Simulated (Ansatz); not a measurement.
## LiZnF3 (model cell, started as cubic perovskite with Zn in the octahedra): a soft mode frozen in

Which phase does LiZnF3 (model cell, started as cubic perovskite with Zn in the octahedra) fall into along its unstable mode, and how much energy does it gain?

Method: DFT PBEsol, scalar-relativistic, plane waves, PAW; PAW set soft_1, in Ansatz 0.2.0.

The structure was built from a prototype and need not be the compound's stable phase.

### 1. Set-up

Symmetry: Pm-3m, No. 221, cubic system. Conventional cell: a = 3.968 Å, b = 3.968 Å, c = 3.968 Å, α = 90.00°, β = 90.00°, γ = 90.00°. Nearest to Li lie 12 F at 2.81 Å. Zn has 6 F at 1.98 Å nearest. F has 2 Zn at 1.98 Å nearest. Farther neighbours and most contacts between anions are not listed.

### 2. The dispersion

The cell comes from relaxations at this level that are not shown. Stability and thermal properties need the whole zone. Linear response on a 4×4×4 q mesh gives force constants as far as a supercell of that size would, and the tensors from the zone-centre run are typed in so that the long-range dipole term is interpolated apart.

Input file input.yaml:

```yaml
crystal:
  lattice:
    - [3.9677040432, 0.0, 0.0]
    - [0.0, 3.9677040432, 0.0]
    - [0.0, 0.0, 3.9677040432]
  atoms:
    - { symbol: Li, position: [0.0, 0.0, 0.0] }
    - { symbol: Zn, position: [0.5, 0.5, 0.5] }
    - { symbol: F, position: [0.5, 0.5, 0.0] }
    - { symbol: F, position: [0.5, 0.0, 0.5] }
    - { symbol: F, position: [0.0, 0.5, 0.5] }
kpoints:
  mp_grid: { grid: [8, 8, 8] }
hamiltonian:
  xc: pbesol
  pseudopotentials: { kind: paw, azcp: { folder: soft_1 }, xc_functional: pbe }
scf:
  occupations: { method: fixed }
output:
  eigenvalues: true
phonons:
  method: dfpt
  qmesh: [4, 4, 4]
  temperatures: { t_max: 1000, t_step: 50 }
  qpath:
    path:
      - [[0.0, 0.0, 0.0], [0.0, 0.5, 0.0], [0.5, 0.5, 0.0], [0.0, 0.0, 0.0], [0.5, 0.5, 0.5], [0.0, 0.5, 0.0]]
      - [[0.5, 0.5, 0.5], [0.5, 0.5, 0.0]]
    npoints: 10
  non_analytic_term:
    high_frequency_dielectric_tensor: [[2.29, 0.0, 0.0], [0.0, 2.29, 0.0], [0.0, 0.0, 2.29]]
    born_effective_charges:
      - { species: Li, tensor: [[1.2076, 0.0, 0.0], [0.0, 1.2076, 0.0], [0.0, 0.0, 1.2076]] }
      - { species: Zn, tensor: [[2.2074, 0.0, 0.0], [0.0, 2.2074, 0.0], [0.0, 0.0, 2.2074]] }
      - { species: F, tensor: [[-0.8576, 0.0, 0.0], [0.0, -0.8576, 0.0], [0.0, 0.0, -1.6999]] }
      - { species: F, tensor: [[-0.8576, 0.0, 0.0], [0.0, -1.6999, 0.0], [0.0, 0.0, -0.8576]] }
      - { species: F, tensor: [[-1.6999, 0.0, 0.0], [0.0, -0.8576, 0.0], [0.0, 0.0, -0.8576]] }
    source: "zone-centre run at this cell"
```

Run with:

```
> ansatz run input.yaml --threads 4 --pin off --max-ram 16384MiB --backend cpu --events-out ev --progress --plain --runs-dir out
```

Numbers of over 12 decimals in the logs are rounded to 6 here.

What it wrote:

```text
Engine: ansatz 0.2.0, x86_64-unknown-linux-gnu
Pseudopotentials: kind: paw
Pseudopotential: Li, paw, valence charge 3, recommended cutoff 420 eV (normal), soft_1/Li.paw.azcp
Pseudopotential: Zn, paw, valence charge 12, recommended cutoff 420 eV (normal), soft_1/Zn.paw.azcp
Pseudopotential: F, paw, valence charge 7, recommended cutoff 420 eV (normal), soft_1/F.paw.azcp
Functional definition: PBEsol
  exchange = pbesol_x
  correlation = pbesol_c
Crystal: 5 atoms, lattice volume = 62.462 Å³
Basis set: ecut = 420 eV, 1213 PW (Γ), exchange–correlation on 54×54×54 points (8 copies of the dense FFT grid, shifted against one another)
Bands: 23, of which v1, the nominal top of the filled ones, is band 18 counted from 1 (17 counted from 0)
Symmetry: 48 space group operations
k-points: 35 of 512
Non-local potential: Li, projectors of the file, l = 0: 3, l = 1: 2, l = 2: 1
Non-local potential: Zn, projectors of the file, l = 0: 2, l = 1: 2, l = 2: 3, l = 3: 1
Non-local potential: F, projectors of the file, l = 0: 2, l = 1: 2, l = 2: 1
PAW form: soft (Blöchl's): semilocal exchange-correlation on the pseudo side does not see the compensation charge
PAW frozen core: Zn, regenerated for the run's functional, and the local potential with it (the file was generated under x = pbe(κ = 0.804, μ = 0.219515), c = pbe(β = 0.066725))
PAW frozen core: F, regenerated for the run's functional, and the local potential with it (the file was generated under x = pbe(κ = 0.804, μ = 0.219515), c = pbe(β = 0.066725))
PAW one-centre angular grid: Li, 110 points (default); XC on 64 Gauss nodes
PAW one-centre angular grid: Zn, 590 points (default); XC on 64 Gauss nodes
PAW one-centre angular grid: F, 110 points (default); XC on 64 Gauss nodes
Initial density: superposition of atomic densities (chi_scale 0.1, normalization cell, long waves kept (reshape's long-wave potential 0.03 eV rms))
Initial wavefunctions: pseudopotential atomic-orbital guess
Functional: x = pbesol(κ = 0.804, μ = 0.123457), c = pbesol(β = 0.046)
SCF iter   1: F=—  HF=-5893.265848 eV  |F-HF|=—  |Δ(HF+E_count)|=         —  Δρ=1.82e-1  dr2=1.26e1  ethr=3.10e-3  ⟨swp⟩=4.3  Hψ=3681  notcnv=0  defer=69
preconditioner: auto → Resta (q_TF=auto, 2.489 Å⁻¹)  ε∞=3.7  [insulator: Δε(μ)=2.900 eV  Ē_g=16.802 eV  n_scr=18 (ndim 8)  ℏωp=27.4 eV  f_vac=0.010  ε∞_Penn≈3.7]
SCF iter   2: F=—  HF=-5888.911449 eV  |F-HF|=—  |Δ(HF+E_count)|=    4.35e0  Δρ=4.01e-2  dr2=8.04e-1  ethr=3.10e-3  ⟨swp⟩=3.0  Hψ=2324  notcnv=0  defer=85
SCF iter   3: F=—  HF=-5888.465744 eV  |F-HF|=—  |Δ(HF+E_count)|=   4.46e-1  Δρ=2.14e-2  dr2=3.11e-1  ethr=2.23e-3  ⟨swp⟩=2.0  Hψ=1640  notcnv=0  defer=97
SCF iter   4: F=—  HF=-5888.415332 eV  |F-HF|=—  |Δ(HF+E_count)|=   5.04e-2  Δρ=1.06e-2  dr2=2.82e-2  ethr=8.64e-4  ⟨swp⟩=2.4  Hψ=1364  notcnv=0  defer=96
SCF iter   5: F=—  HF=-5888.447899 eV  |F-HF|=—  |Δ(HF+E_count)|=   3.26e-2  Δρ=6.99e-3  dr2=1.81e-2  ethr=7.84e-5  ⟨swp⟩=2.9  Hψ=1691  notcnv=0  defer=100
SCF iter   6: F=—  HF=-5888.441583 eV  |F-HF|=—  |Δ(HF+E_count)|=   6.32e-3  Δρ=3.16e-3  dr2=3.30e-3  ethr=5.02e-5  ⟨swp⟩=2.2  Hψ=1318  notcnv=0  defer=100
SCF iter   7: F=—  HF=-5888.441177 eV  |F-HF|=—  |Δ(HF+E_count)|=   4.07e-4  Δρ=6.68e-4  dr2=1.96e-4  ethr=9.16e-6  ⟨swp⟩=2.1  Hψ=1344  notcnv=0  defer=101
SCF iter   8: F=—  HF=-5888.441201 eV  |F-HF|=—  |Δ(HF+E_count)|=   2.38e-5  Δρ=8.66e-5  dr2=6.00e-6  ethr=5.43e-7  ⟨swp⟩=2.0  Hψ=1350  notcnv=0  defer=101
SCF iter   9: F=—  HF=-5888.441202 eV  |F-HF|=—  |Δ(HF+E_count)|=   1.92e-6  Δρ=2.42e-5  dr2=2.68e-7  ethr=1.67e-8  ⟨swp⟩=2.4  Hψ=1296  notcnv=0  defer=36
SCF iter  10: F=—  HF=-5888.441203 eV  |F-HF|=—  |Δ(HF+E_count)|=   1.70e-7  Δρ=2.29e-6  dr2=2.65e-9  ethr=7.43e-10  ⟨swp⟩=2.0  Hψ=1370  notcnv=0  defer=35
SCF iter  11: F=—  HF=-5888.441203 eV  |F-HF|=—  |Δ(HF+E_count)|=   3.82e-9  Δρ=4.82e-7  dr2=1.03e-10  ethr=7.37e-12  ⟨swp⟩=2.0  Hψ=1394  notcnv=0  defer=35
SCF iter  12: F=-5888.441203 eV  HF=-5888.441203 eV  |F-HF|=1.36e-11  |Δ(HF+E_count)|=  2.53e-10  Δρ=1.08e-7  dr2=7.15e-12  ethr=1.00e-12  ⟨swp⟩=11.1  Hψ=4647  notcnv=0
SCF 1 converged in 12 iterations: F = -5888.441203 eV  dr2 = 7.15e-12
  greatest PAW one-centre occupation: 0.999 electrons in one spin orbital (limit 2), on the Li atom at site 0 (counted from 0), in its partial waves of l = 0
NSCF: frozen V_eff on 35 k-points
NSCF: frozen V_eff on 125 k-points
DFPT response loops at q = (0, 0, 0) (fractional): preconditioner auto → none (the input reference at scf.mixing.eps_inf says where Resta's filter doesn't serve); β = 0.50; Broyden in place of MSR1
NSCF: frozen V_eff on 400 k-points
DFPT response loops at q = (0, 0, 0.25) (fractional): mixed as the last ones told, above
NSCF: frozen V_eff on 250 k-points
DFPT response loops at q = (0, 0, -0.5) (fractional): mixed as the last ones told, above
NSCF: frozen V_eff on 640 k-points
DFPT response loops at q = (0, 0.25, 0.25) (fractional): mixed as the last ones told, above
NSCF: frozen V_eff on 400 k-points
DFPT response loops at q = (0, 0.25, -0.5) (fractional): mixed as the last ones told, above
NSCF: frozen V_eff on 250 k-points
DFPT response loops at q = (0, -0.5, -0.5) (fractional): mixed as the last ones told, above
NSCF: frozen V_eff on 1024 k-points
DFPT response loops at q = (0.25, 0.25, 0.25) (fractional): mixed as the last ones told, above
NSCF: frozen V_eff on 640 k-points
DFPT response loops at q = (0.25, 0.25, -0.5) (fractional): mixed as the last ones told, above
NSCF: frozen V_eff on 400 k-points
DFPT response loops at q = (0.25, -0.5, -0.5) (fractional): mixed as the last ones told, above
NSCF: frozen V_eff on 250 k-points
DFPT response loops at q = (-0.5, -0.5, -0.5) (fractional): mixed as the last ones told, above
SCF converged after 12 iterations
Free energy (F): -5888.441203 eV
Harris-Foulkes:  -5888.441203 eV  (|F-HF|=1.36e-11)
Internal energy: -5888.441203 eV  (E = F + TS)
E sigma→0 (E₀):  -5888.441203 eV
Fermi energy:    2.616982 eV
--- Per-component energies (eV) ---
  E_band       = -217.983533
  E_kinetic    = 753.081377
  E_local      = -4452.989431  (includes V_loc(G=0)·N_el)
  E_nonlocal   = 1073.921020
  E_hartree    = 1712.264893
  E_xc         = -312.712639
  E_vxc        = -354.652487  (∫ρ·V_xc dr)
  E_paw        = -2481.889139  (= ΣΔE_a)
  E_vpaw       = -661.875802  (= ΣTr[D̂ρ^β])
  E_aug_tail   = 0.002100  (compensation charges beyond the density's cutoff)
  E_ewald      = -2181.044068
  E_core_change = 0.924684  (= ΣΔE_core)
  E_smearing   = -0.000000  (= −TS)
  E_closure    = -0.000000  (closes the sum)
  Σ components = -5888.441203   (vs F -5888.441203, Δ=0.00e0)
--- Band table (eV; the first three rows and the last of 35) ---
  k-point 0: bands = [... 14 lower, 0.1672, 0.2433, 0.2433, 0.2433, 5.6968, 10.1296, 13.4353, 13.4353, ... 1 higher]
  k-point 1: bands = [... 14 lower, 0.2010, 0.2898, 0.2898, 0.3809, 5.9815, 10.2676, 12.5777, 13.3930, ... 1 higher]
  k-point 2: bands = [... 14 lower, 0.2220, 0.4316, 0.4316, 0.6652, 6.7213, 10.4838, 11.6454, 13.2884, ... 1 higher]
  k-point 34: bands = [... 14 lower, 0.7927, 0.7927, 2.6170, 2.6170, 10.5318, 11.9437, 11.9437, 11.9437, ... 1 higher]
--- Phonons (Γ-DFPT): 4 representative perturbations + reference (Σ response iterations 15) ---
  ASR residual: 2.630e-4 → 0.000e0 eV/Å²; symmetrization residual: 1.250e-6 eV/Å²
  ASR residual per site (eV/Å²): 1.99e-4 2.63e-4 9.51e-5 9.51e-5 9.51e-5
  Γ frequencies (cm⁻¹): -231.11 -231.11 -231.11 -40.21 -40.21 -40.21 0.00 0.00 0.00 187.72 187.72 187.72 488.99 488.99 488.99
--- Phonons (arbitrary-q DFPT): 10 irreducible q on the 4×4×4 mesh ---
  q = [0.0000, 0.0000, 0.0000] (star 1, of the zone-centre solve; hermiticity 1.77e-7, symmetrization 2.91e-13): -231.11 -231.11 -231.11 -40.21 -40.21 -40.21 -0.00 0.00 0.00 187.72 187.72 187.72 488.99 488.99 488.99
  q = [0.0000, 0.0000, 0.2500] (star 6, 9 solved perturbations in 1560 linear systems a pass and spin channel, the states on 200 of 512 k-point pairs; hermiticity 1.65e-7, symmetrization 3.34e-13): -223.70 -223.70 -45.45 -45.45 17.03 70.75 70.75 118.39 163.57 173.61 173.61 254.73 487.56 487.56 548.97
  q = [0.0000, 0.0000, -0.5000] (star 3, 9 solved perturbations in 975 linear systems a pass and spin channel, the states on 125 of 512 k-point pairs; hermiticity 2.11e-7, symmetrization 4.63e-13): -215.31 -215.31 -58.87 -58.87 46.16 131.60 131.60 135.66 135.66 167.61 180.31 291.32 486.09 486.09 520.18
  q = [0.0000, 0.2500, 0.2500] (star 12, 9 solved perturbations in 2460 linear systems a pass and spin channel, the states on 320 of 512 k-point pairs; hermiticity 1.49e-7, symmetrization 6.98e-14): -220.16 -214.75 -118.56 -103.16 48.37 61.93 109.43 137.35 159.88 171.33 247.42 269.53 433.43 486.22 559.94
  q = [0.0000, 0.2500, -0.5000] (star 12, 15 solved perturbations on 200 of 512 k-point pairs; hermiticity 2.08e-7, symmetrization 4.53e-14): -212.63 -204.04 -158.33 -122.13 25.14 110.96 126.37 130.04 163.28 199.53 266.24 300.45 405.14 484.84 548.27
  q = [0.0000, -0.5000, -0.5000] (star 3, 9 solved perturbations in 975 linear systems a pass and spin channel, the states on 125 of 512 k-point pairs; hermiticity 2.18e-7, symmetrization 1.91e-13): -208.06 -208.06 -189.19 -161.13 78.70 78.70 118.22 174.01 174.01 221.67 310.51 310.51 350.37 483.56 545.69
  q = [0.2500, 0.2500, 0.2500] (star 8, 4 solved perturbations in 1376 linear systems a pass and spin channel, the states on 512 of 512 k-point pairs; hermiticity 1.88e-7, symmetrization 2.23e-13): -219.12 -219.12 -123.93 -116.69 -91.62 -91.62 162.95 162.95 163.82 237.87 237.87 279.80 431.85 431.85 572.46
  q = [0.2500, 0.2500, -0.5000] (star 12, 9 solved perturbations in 2460 linear systems a pass and spin channel, the states on 320 of 512 k-point pairs; hermiticity 1.70e-7, symmetrization 1.04e-13): -218.15 -201.10 -184.21 -134.42 -107.37 -85.71 163.35 192.82 205.86 223.59 272.35 296.31 391.07 430.26 568.89
  q = [0.2500, -0.5000, -0.5000] (star 6, 9 solved perturbations in 1560 linear systems a pass and spin channel, the states on 200 of 512 k-point pairs; hermiticity 1.44e-7, symmetrization 2.73e-13): -212.19 -212.19 -206.67 -161.47 -119.24 -119.24 192.98 218.55 218.55 245.25 294.08 294.08 350.10 412.82 571.61
  q = [-0.5000, -0.5000, -0.5000] (star 1, 4 solved perturbations in 350 linear systems a pass and spin channel, the states on 125 of 512 k-point pairs; hermiticity 5.00e-8, symmetrization 1.64e-13): -220.18 -220.18 -220.18 -161.80 -161.80 -161.80 256.31 256.31 256.31 264.55 264.55 264.55 349.82 349.82 578.83
  sum rule: each row above includes the acoustic sum rule's correction from the zone centre's row sums; it moved no ω² by more than (2.79 cm⁻¹)²
  mesh force constants: q→R imaginary residual 7.26e-19; ASR residual 2.630e-4 → 0.000e0 eV/Å²; symmetrization residual 8.882e-15 eV/Å²
  interpolated dispersion: 63 rows × 15 modes
  density of states and harmonic sums: on the 16×16×16 q-mesh, interpolated from the force constants of a 4×4×4 supercell (with the dipole–dipole term of supplied tensors)
  largest difference from the sums on the solved wave vectors: F 6.65e-2 eV, S 8.86e-5 and C_V 2.21e-5 eV/K
  zero-point energy: 0.167330 eV/cell   skipped modes (ω ≤ 0): 853, of them read as no rigid motion or as one in doubt: 850 (5.177e0 modes/cell left out, lowest -231.11 cm⁻¹)   left out of the sums: 3.45e-1 of the cell's modes: C_V's classical limit lies that fraction below 3 k_B per atom; for a crystal, a wire or a layer, F and S can be off by more, and a phonons.interpolated_qmesh denser along its periods is the remedy for the sampling
```

Elapsed: 6.4 min, on 4 threads of Intel Xeon Platinum 8375C at 2.90GHz (Ice Lake), shared host; peak memory 2 GiB.

The column dr2 measures how far the density is from self-consistency, as an energy; F and HF (Harris–Foulkes) agree once it is small.

This step gave:

```
gap on the k-mesh                                       : 3.080 eV
volume per atom                                         : 12.49 Å³
sum-rule residual before enforcement                    : 2.63e-4 eV/Å²
lowest frequency on the path                            : -231.1 cm⁻¹
point group                                             : m-3m
highest frequency on the path or at a solved wavevector : 578.8 cm⁻¹
highest optical mode at the zone centre (no LO-TO term) : 489.0 cm⁻¹
lowest optical zone-centre mode                         : -231.1 cm⁻¹
lowest mode on the q mesh (acoustic modes at Γ apart)   : -231.1 cm⁻¹
```

Frequencies (cm⁻¹) solved at each irreducible wavevector; negative means imaginary. Frequencies by wavevector, by row:

```csv
q in reciprocal lattice units,star,mode 1,mode 2,mode 3,mode 4,mode 13,mode 14,mode 15
0 0 0,1,-231.1,-231.1,-231.1,-40.2,489,489,489
0 0 0.25,6,-223.7,-223.7,-45.5,-45.5,487.6,487.6,549
0 0 -0.5,3,-215.3,-215.3,-58.9,-58.9,486.1,486.1,520.2
0 0.25 0.25,12,-220.2,-214.8,-118.6,-103.2,433.4,486.2,559.9
0 0.25 -0.5,12,-212.6,-204,-158.3,-122.1,405.1,484.8,548.3
0 -0.5 -0.5,3,-208.1,-208.1,-189.2,-161.1,350.4,483.6,545.7
0.25 0.25 0.25,8,-219.1,-219.1,-123.9,-116.7,431.9,431.9,572.5
0.25 0.25 -0.5,12,-218.2,-201.1,-184.2,-134.4,391.1,430.3,568.9
0.25 -0.5 -0.5,6,-212.2,-212.2,-206.7,-161.5,350.1,412.8,571.6
-0.5 -0.5 -0.5,1,-220.2,-220.2,-220.2,-161.8,349.8,349.8,578.8
```

Interpolated from a 4×4×4 q mesh, with the LO-TO term (at Γ the limit along the path; where Γ stands inside the path, tables give the limit on arrival). Phonon branches along the path, in cm⁻¹:

```csv
point,branch 1,branch 2,branch 3,branch 4,branch 12,branch 13,branch 14,branch 15
Γ,-231,-231,-40,-40,239,489,489,571
halfway,-224,-224,-45,-45,255,488,488,549
X,-215,-215,-59,-59,291,486,486,520
halfway,-213,-204,-158,-122,300,405,485,548
M,-208,-208,-189,-161,310,350,484,546
halfway,-220,-215,-119,-103,270,433,486,560
Γ,-231,-231,-40,-40,239,489,489,571
halfway,-219,-219,-124,-117,280,432,432,572
R,-220,-220,-220,-162,264,350,350,579
halfway,-218,-201,-184,-134,296,391,430,569
X,-215,-215,-59,-59,291,486,486,520
jump to R,-220,-220,-220,-162,264,350,350,579
halfway,-212,-212,-207,-162,294,350,413,572
M,-208,-208,-189,-161,310,350,484,546
```

Symmetry leaves 10 wavevectors to solve. The lowest mode among them, the acoustic zeros apart, lies at Γ and is imaginary, 231.1i cm⁻¹, so the energy falls along it.

### 3. The mode frozen in, largest atomic shift 0 Å

The mode followed lies at Γ with frequency 231.1i cm⁻¹ and is 3-fold degenerate, the softest among the wavevectors solved. At small amplitude the distorted cell has space group no. 99 by a symmetry search on the positions. The undistorted cell that holds it gives the zero of energy on the same k mesh.

input.yaml, the sections that differ from step 2:

```yaml
scf:
  occupations: { method: gaussian, width: 0.02 }
output:
  forces: true
  stress: true
  eigenvalues: true
# crystal, kpoints, hamiltonian: as in step 2
# phonons: removed
```

What it wrote:

```text
[...]
Crystal: 5 atoms, lattice volume = 62.462 Å³
Basis set: ecut = 420 eV, 1213 PW (Γ), exchange–correlation on 54×54×54 points (8 copies of the dense FFT grid, shifted against one another)
Bands: 23, of which v1, the nominal top of the filled ones, is band 18 counted from 1 (17 counted from 0)
Symmetry: 48 space group operations
[...]
k-points: 35 of 512
[...]
--- Band table (eV; the first three rows and the last of 35) ---
  k-point 0: bands = [... 14 lower, 0.1672, 0.2433, 0.2433, 0.2433, 5.6968, 10.1296, 13.4352, 13.4352]
  k-point 1: bands = [... 14 lower, 0.2010, 0.2898, 0.2898, 0.3809, 5.9815, 10.2676, 12.5777, 13.3930]
  k-point 2: bands = [... 14 lower, 0.2220, 0.4316, 0.4316, 0.6652, 6.7213, 10.4838, 11.6454, 13.2884]
  k-point 34: bands = [... 14 lower, 0.7927, 0.7927, 2.6170, 2.6170, 10.5318, 11.9437, 11.9437, 11.9437]
[key lines of the parts left out:]
SCF converged after 10 iterations
Free energy (F): -5888.441203 eV
Fermi energy:    4.156959 eV
P = ⅓ Tr σ = -0.0069 GPa (-0.069 kbar)
```

Run time: 0.97 s. Hardware: 4 threads; peak memory 0.43 GiB; 3.2 s of CPU time.

Numbers from this step:

| Property | Result |
| --- | --- |
| pressure | -0.006940 GPa |
| energy from the undistorted cell | 0 meV/atom |

At this level the gap is 3.08 eV on the k-mesh of the self-consistent run, which can miss the band edges.

### 4. The mode frozen in, largest atomic shift 0.6 Å

The atoms are moved along the unstable eigenvector, the largest shift by 0.6 Å, with the cell fixed.

input.yaml, the sections that differ from step 3:

```yaml
crystal:
  lattice:
    - [3.9677040432, 0.0, 0.0]
    - [0.0, 3.9677040432, 0.0]
    - [0.0, 0.0, 3.9677040432]
  atoms:
    - { symbol: Li, position: [0.0, 0.1512209564, 0.0] }
    - { symbol: Zn, position: [0.5, 0.5039821102, 0.5] }
    - { symbol: F, position: [0.5, 0.4672449135, 0.0] }
    - { symbol: F, position: [0.5, -0.0034337163, 0.5] }
    - { symbol: F, position: [0.0, 0.4672449135, 0.5] }
# kpoints, hamiltonian, scf, output: as in step 3
```

What it wrote:

```text
[...]
Crystal: 5 atoms, lattice volume = 62.462 Å³
Basis set: ecut = 420 eV, 1213 PW (Γ), exchange–correlation on 54×54×54 points (8 copies of the dense FFT grid, shifted against one another)
Bands: 23, of which v1, the nominal top of the filled ones, is band 18 counted from 1 (17 counted from 0)
Symmetry: 8 space group operations
[...]
k-points: 75 of 512 (time reversal used)
[...]
--- Band table (eV; the first three rows and the last of 75) ---
  k-point 0: bands = [... 14 lower, 0.0460, 0.2061, 0.3369, 0.3369, 5.7258, 10.0001, 13.2472, 13.8422]
  k-point 1: bands = [... 14 lower, 0.0321, 0.1878, 0.3400, 0.4503, 6.0079, 10.1327, 12.9699, 13.5475]
  k-point 2: bands = [... 14 lower, 0.0659, 0.2151, 0.3479, 0.6179, 6.7502, 10.3633, 12.1259, 13.7241]
  k-point 74: bands = [... 14 lower, 0.7866, 0.7866, 2.3212, 2.4859, 10.0415, 11.9156, 11.9156, 12.3697]
[key lines of the parts left out:]
SCF converged after 11 iterations
Free energy (F): -5888.692250 eV
Fermi energy:    4.105870 eV
P = ⅓ Tr σ = 0.3725 GPa (3.725 kbar)
```

Run time: 2.7 s. Hardware: 4 threads; peak memory 0.48 GiB; 10 s of CPU time.

This step gave:

| Property | Result |
| --- | --- |
| pressure | 0.3725 GPa |
| gap on the k-mesh | 3.240 eV |
| energy from the undistorted cell | -50.21 meV/atom |

The energy, extrapolated to zero smearing, is -50.21 meV/atom against the undistorted cell.

The run ends at a pressure of 0.37 GPa, with forces up to 0.51 eV/Å.

(Continued in part 2 of 3.)

[Logs are printed without paths, hosts, clocks, repeated set-up lines and the standing remarks that a program may print on its own settings, such as how far it seeks lower states.]

[Hosts, paths, dates, database ids (printed as entryN), source tags and the programs' standing remarks are cut or masked in the printed files.]
